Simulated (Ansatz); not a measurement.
**Mg3Te2 (R32): the Drude term of Re ε in the infrared**

Re ε of Mg3Te2 (R32) along x at low photon energies is read from one computed spectrum; the carriers' damping was typed as γ = 0.1 eV. x, y and z are the Cartesian axes of the input cell.

Symmetry: R32, No. 155, trigonal system. Conventional cell: a = 7.359 Å, b = 7.359 Å, c = 10.159 Å, α = 90.00°, β = 90.00°, γ = 120.00°. Te on site c has 6 Mg at 2.94 to 3.04 Å as nearest neighbours. Mg on site e is surrounded by 4 Te at 2.94 to 3.04 Å and 2 Mg at 3.38 Å.

Method: Ansatz 0.2.0, PBE, independent particles, k-mesh 6×6×6 with interpolation inside its cells, Gaussian parameter 0.1 eV.

Launch of the response step: `ansatz run input.yaml --threads 2 --pin off --max-ram 5120MiB --backend cpu --events-out ev --progress --plain --runs-dir out`. The run took 5.7 min, on 2 threads of Arm Neoverse V2, on a shared host.

```tsv
photon energy E (eV)	wavelength (µm)	Re ε
0.25	4.96	-209.8
0.30	4.13	?
0.35	3.54	-103.8
0.40	3.10	-78.5
0.50	2.48	-55.0
0.60	2.07	-40.1
0.70	1.77	-26.8
```

A Drude term over a constant background gives Re ε = ε_b − ωp²/(E² + γ²), linear in 1/(E² + γ²).

Working, on the rows shown:

| x = 1/(E² + γ²) (eV⁻²) | y = Re ε |
| --- | --- |
| 13.7931 | -209.8 |
| 7.54717 | -103.8 |
| 5.88235 | -78.5 |
| 3.84615 | -55 |
| 2.7027 | -40.1 |
| 2 | -26.8 |

Means: x̄ = 5.9619, ȳ = -85.667. Σ(x − x̄)(y − ȳ) = -1448, Σ(x − x̄)² = 94.64. Slope = -1448 / 94.64 = -15.3; intercept = ȳ − slope · x̄ = 5.5516. The line misses the rows shown by at most 6.1.

Problem. Fill in the last column of the withheld row.

Solution. At x = 10 the line gives y = -147.45. The run gave -144.8, so the interpolation is off by 2.7, 1.4 % of the range in the table.

Refitted with all rows, the slope is -15.22 and the intercept 5.378. These give ωp = √(−slope) = 3.90 eV, against 4.09 eV from the program's Fermi-surface sum, and an intercept of 5.4. Taking the program's Drude term off the rows leaves 21 at the lowest energy and 7 at the highest, so the background isn't constant: interband transitions lie in or near the window, and neither fitted number can be trusted. The structure is a model and need not exist. The values come from a sum over the points of one k-mesh and carry its error, which is largest for Fermi-surface quantities. Spin-orbit coupling is left out.

[Logs are printed without paths, hosts, clocks, repeated set-up lines and the standing remarks that a program may print on its own settings, such as how far it seeks lower states.]
